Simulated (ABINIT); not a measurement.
# InP (F-43m): G0W0 with and without spin-orbit coupling, part 2 of 2

Is the spin-orbit change of the gap of InP (F-43m) the same in DFT and in GW?

ABINIT 10.8.3; PBE and many-body steps on it, plane waves. Known limits of the many-body steps: not at the basis limit; mesh may overstate the screening; screening head approximate; no spin-orbit coupling in some runs; coarse k mesh.

So far. Step 4 (Scalar-relativistic): The gap on the mesh goes from 0.69 eV to 1.34 eV, a correction of +0.66 eV. Step 5 (Empty states on the mesh, 4×4×4 mesh, 242 bands): On this mesh the gap is 0.660 eV.

## Step 7: With spin-orbit coupling

This step: G0W0 on PBE with spin-orbit coupling, plane waves, norm-conserving pseudopotentials.

run.abi reads:

```
acell 3*1.0 Angstrom
rprim 
  -0.000000000000 2.934350000000 2.934350000000
  2.934350000000 -0.000000000000 2.934350000000
  2.934350000000 2.934350000000 -0.000000000000
ntypat 2
znucl 49 15
natom 2
typat 1 2
xred 
  0.000000000000 0.000000000000 0.000000000000
  0.250000000000 0.250000000000 0.250000000000
pp_dirpath "pseudos"
pseudos "In.upf, P.upf"
ecut 33
nspinor 2
ngkpt 4 4 4
nshiftk 1
shiftk 0 0 0
kptopt 1
chksymbreak 0
istwfk *1
occopt 1
irdwfk 1
optdriver 4
nband 220
gwcalctyp 0
ecutsigx 33
symsigma 0
nkptgw 1
kptgw 
  0.0000000000 0.0000000000 0.0000000000
bdgw 
  23 30
ecuteps 5.5
irdscr 1
ppmodel 1
indata_prefix "in"
outdata_prefix "out"
tmpdata_prefix "tmp"
```

Command:

```sh
$ OMP_NUM_THREADS=1 mpirun -n 8 abinit run.abi > log
```

Numbers of over 12 decimals in the logs are rounded to 6 here.

The log of the run:

```text
.Version 10.8.3 of ABINIT. v10.8.2 released Aug 2026.

 Symmetries : space group F-4 3 m (#216); Bravais cF (face-center cubic)
[... echo of the input left out ...]
== DATASET  1 ==================================================================
-   mpi_nproc: 8, omp_nthreads: 1 (-1 if OMP is not activated)

--- !DatasetInfo
iteration_state: {dtset: 1, }
dimensions: {natom: 2, nkpt: 8, mband: 220, nsppol: 1, nspinor: 2, nspden: 1, mpw: 3119, }
cutoff_energies: {ecut:  33.0, pawecutdg:  -1.0, }
electrons: {nelect:   2.60000000E+01, charge:   0.00000000E+00, occopt:   1.00000000E+00, tsmear:   1.00000000E-02, }

 SIGMA: Calculation of the GW corrections

 Based on a program developped by R.W. Godby, V. Olevano, G. Onida, and L. Reining.
 Incorporated in ABINIT by V. Olevano, G.-M. Rignanese, and M. Torrent.
.Using double precision arithmetic ; gwpc =  8

[... cell and pseudopotentials left out ...]
--------------------------------------------------------------------------------

 ==== K-mesh for the wavefunctions ====
 Number of points in the irreducible wedge :     8
[... list of points left out ...]
 Together with 24 symmetry operations and time-reversal symmetry
 yields    64 points in the full Brillouin Zone.

 ==== Q-mesh for screening function ====
 Number of points in the irreducible wedge :     8
[... list of points left out ...]
 Together with 24 symmetry operations and time-reversal symmetry
 yields    64 points in the full Brillouin Zone.

 vcoul_init : cutoff-mode = AUXILIARY_FUNCTION
 q-points for optical limit:   1
     1)      0.000010    0.000020    0.000030
 setmesh: FFT mesh size selected  =    45x   45x   45
          total number of points  =        91125

 Number of electrons calculated from density =   26.0000; Expected =   26.0000
[...]
number of symmetry operations                      24
 number of k-points in BZ                           64
 number of q-points in BZ                           64
 number of frequencies for dSigma/dE                 9
 frequency step for dSigma/dE [eV]                0.25
 number of omega for Sigma on real axis              0
 max omega for Sigma on real axis  [eV]           0.00
 zcut for avoiding poles [eV]                     0.10

 EPSILON^-1 parameters (SCR file):
 dimension of the eps^-1 matrix on file            181
 dimension of the eps^-1 matrix used               181
 number of plane-waves for wavefunctions          3119
 number of bands                                   220
 number of q-points in IBZ                           8
 number of frequencies                               2
 number of real frequencies                          1
 number of imag frequencies                          1

 matrix elements of self-energy operator (all in [eV])

 Perturbative Calculation

--- !SelfEnergy_ee
iteration_state: {dtset: 1, }
kpoint     : [   0.000,    0.000,    0.000, ]
spin       : 1
KS_gap     :    0.660
QP_gap     :    1.318
Delta_QP_KS:    0.658
data: !SigmaeeData |
     Band     E0 <VxcDFT>   SigX SigC(E0)      Z dSigC/dE  Sig(E)    E-E0       E
       23   4.955 -12.879 -14.754   1.216   0.778  -0.285 -13.392  -0.513   4.442
       24   4.955 -12.879 -14.753   1.216   0.778  -0.285 -13.392  -0.513   4.443
       25   4.955 -12.879 -14.750   1.213   0.778  -0.285 -13.391  -0.512   4.443
[...]
29   8.702 -10.852  -6.386  -4.159   0.798  -0.254 -10.607   0.245   8.947
       30   8.702 -10.852  -6.386  -4.159   0.798  -0.254 -10.607   0.245   8.947

== END DATASET(S) ==============================================================
================================================================================

 -outvars: echo values of variables after computation  --------
           etotal      0.0000000000E+00
            nband         220
             nkpt           8
          spgroup         216
 [... the other variables as echoed above ...]

 Calculation completed.
```

Run time: 39 s. Hardware: 8 MPI ranks of AMD EPYC 9R45, shared host; peak memory 2.5 GiB.

Numbers from this step:

| Quantity | Value |
| --- | --- |
| G0W0 gap on the points computed | 1.317 eV |
| starting gap on the mesh | 0.6604 eV |
| k of the valence top | 0, 0, 0 |
| k of the conduction bottom | 0, 0, 0 |
| Z at the valence top | 0.778 |
| Z at the conduction bottom | 0.793 |
| least direct G0W0 gap on the computed points | 1.317 eV |

Against G0W0 in ABINIT (4×4×4 mesh, 110 bands, screening to 149.7 eV, Godby-Needs plasmon pole), the gap moves by −0.027 eV.

## Step 8: The runs together

Times are wall times on 8 MPI ranks of AMD EPYC 9R45, shared host, good to a factor of about two. A run's time includes the screening step that it read.

```
                     run   mesh  bands  screening cutoff (eV)  DFT gap (eV)  gap on the mesh (eV)  direct (eV)  ε∞ used     time
     scalar-relativistic  4×4×4    110                  149.7         0.688                 1.344        1.344    50.50     11 s
with spin-orbit coupling  4×4×4    220                  149.7         0.660                 1.317        1.317    50.46  1.7 min
```

## Step 9: What came out

| Property | Result |
| --- | --- |
| scalar-relativistic | 1.344 eV |
| with spin-orbit coupling | 1.317 eV |
| known limits | not at the basis limit; mesh may overstate the screening; screening head approximate; no spin-orbit coupling in some runs; coarse k mesh |

In words: With spin-orbit coupling: −0.027 eV against scalar-relativistic, −0.027 eV of it in the start. Bands and cutoff are finite, so the gap is not at the basis limit. The miss can reach some tenths of an eV and take either sign; the mesh is an error of its own. In the first G0W0 run levels were corrected at 1 k point alone, so a gap called «on the mesh» is the least over those, and an edge elsewhere would be missed. The 4×4×4 mesh is coarse for this cell, which bears on the long-range parts of exchange and screening. The RPA ε∞ on this mesh reaches over 25; with a narrow direct gap a coarse mesh can overstate it, and the correction is then too small. The long-wavelength limit of the screening leaves out the non-local commutator, which shifts ε∞.

[Paths, hosts, dates, memory and timing lines, banners, echoed tables and standing remarks are left out of the program output.]

[Logs are printed without paths, hosts, clocks, repeated set-up lines and the standing remarks that a program may print on its own settings, such as how far it seeks lower states.]

[Runs of the session that timed out or met a known fault of the program may be left out.]

[No measured gap is set beside runs whose start may be inverted or whose files or cutoffs have a known fault.]

[Hosts, paths, dates, database ids (printed as entryN), source tags and the programs' standing remarks are cut or masked in the printed files.]

[G0W0 gaps are taken among the corrected bands and points alone; a level outside them can change the order at an edge.]

[Where Ansatz stands beside ABINIT at settings called matched, ABINIT's density can come from a denser mesh and the files from another edition; pairs whose starting gaps differed by over 0.03 eV were left out, so agreement reads better than it is.]
